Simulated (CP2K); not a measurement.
Thiophene has these distinct C atoms: C1 (bonded to 2 C and H) and C3 (bonded to C, S and H).

```xyz
9

C     0.5330   -0.8448    0.0838
C    -0.8511   -0.5137    0.1271
C    -1.0764    0.8341   -0.0469
S     0.3962    1.6921   -0.2624
C     1.3316    0.2581   -0.1221
H     0.9251   -1.8532    0.2003
H    -1.6480   -1.2389    0.2789
H    -2.0242    1.3632   -0.0618
H     2.4138    0.3031   -0.1969
```

Their partial C K spectra (CP2K XAS_TDP, all-electron GAPW, PBEh(45%), aug-cc-pVDZ, TDA, GW2X-corrected core level, no relativity) are given in random order, each times the number of alike atoms.

Gaussian full width 0.5 eV, oscillator strength per eV, alike atoms added, rows of zeros left out:

```csv
E (eV),curve 1,curve 2
286.50,0.000,0.005
286.75,0.001,0.055
287.00,0.016,0.170
287.25,0.103,0.133
287.50,0.166,0.027
287.75,0.068,0.001
288.00,0.007,0.000
289.00,0.000,0.001
289.25,0.004,0.022
289.50,0.027,0.091
289.75,0.057,0.106
290.00,0.050,0.069
290.25,0.018,0.045
290.50,0.009,0.012
290.75,0.017,0.010
291.00,0.018,0.024
291.25,0.012,0.021
291.50,0.019,0.015
291.75,0.030,0.020
292.00,0.017,0.014
292.25,0.004,0.004
292.50,0.006,0.007
292.75,0.024,0.036
293.00,0.031,0.056
293.25,0.030,0.033
293.50,0.030,0.013
293.75,0.020,0.008
294.00,0.020,0.013
294.25,0.021,0.017
294.50,0.008,0.009
294.75,0.001,0.002
295.00,0.002,0.001
295.25,0.011,0.005
295.50,0.025,0.012
295.75,0.021,0.015
296.00,0.020,0.009
296.25,0.033,0.008
296.50,0.023,0.013
```

Which curve belongs to which atom?

Curve 1: C1 (bonded to 2 C and H), leading line at 287.46 eV (f = 0.045 an atom), ionisation energy 291.84 eV, term value 4.38 eV. Curve 2: C3 (bonded to C, S and H), leading line at 287.08 eV (f = 0.049 an atom), ionisation energy 291.98 eV, term value 4.90 eV. The leading line of an atom is its first one with 35 % of the strongest within 2.5 eV of its lowest line over the strength cut. A line lies at the core ionisation energy, which rises as an atom loses charge to its neighbours or to a π system, less the term value, which is large for a low π* or σ* orbital with weight on that atom.

[Banner, clock and machine lines of the logs are left out without a mark of their own.]

[Logs are printed without paths, hosts, clocks, repeated set-up lines and the standing remarks that a program may print on its own settings, such as how far it seeks lower states.]

[Hosts, paths, dates, database ids (printed as entryN), source tags and the programs' standing remarks are cut or masked in the printed files.]
